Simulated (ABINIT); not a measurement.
Planning a run of ABINIT 10.8.3 on RbIO3 (R3m). The input:

```
acell 3*1.0 Angstrom
rprim 
  3.187728926621 1.840436153888 2.622110720600
  -3.187728926621 1.840436153888 2.622110720600
  -0.000000000000 -3.680872307776 2.622110720600
ntypat 3
znucl 37 53 8
natom 5
typat 1 2 3 3 3
xred 
  0.515642950000 0.515642950000 0.515642950000
  0.001050200000 0.001050200000 0.001050200000
  0.036532590000 0.601941670000 0.036532590000
  0.036532590000 0.036532590000 0.601941670000
  0.601941670000 0.036532590000 0.036532590000
pp_dirpath "pseudos"
pseudos "Rb.upf, I.upf, O.upf"
ecut 36
ngkpt 2 2 2
nshiftk 1
shiftk 0 0 0
kptopt 1
chksymbreak 0
istwfk *1
occopt 1
irdwfk 1
optdriver 4
nband 78
gwcalctyp 10
ecutsigx 36
symsigma 1
nkptgw 4
kptgw 
  0.0000000000 0.0000000000 0.0000000000
  0.5000000000 0.0000000000 0.0000000000
  0.5000000000 0.5000000000 0.0000000000
  0.5000000000 0.5000000000 0.5000000000
bdgw 
  5 23
  5 23
  5 23
  5 23
ecuteps 3.9
irdscr 1
ppmodel 1
irdqps 1
indata_prefix "in"
outdata_prefix "out"
tmpdata_prefix "tmp"
```

```sh
OMP_NUM_THREADS=1 mpirun -n 4 abinit run.abi > log
```

Q: How long will it take on 4 MPI ranks of Arm Neoverse V2, shared host, and how much memory?

It took 24 s; on shared hardware allow 12 s to 48 s. Peak host memory was 1.1 GiB.

[Paths, hosts, dates, memory and timing lines, banners, echoed tables and standing remarks are left out of the program output.]

[Logs are printed without paths, hosts, clocks, repeated set-up lines and the standing remarks that a program may print on its own settings, such as how far it seeks lower states.]

[Runs of the session that timed out or met a known fault of the program may be left out.]

[Hosts, paths, dates, database ids (printed as entryN), source tags and the programs' standing remarks are cut or masked in the printed files.]

[G0W0 gaps are taken among the corrected bands and points alone; a level outside them can change the order at an edge.]

[Where Ansatz stands beside ABINIT at settings called matched, ABINIT's density can come from a denser mesh and the files from another edition; pairs whose starting gaps differed by over 0.03 eV were left out, so agreement reads better than it is.]
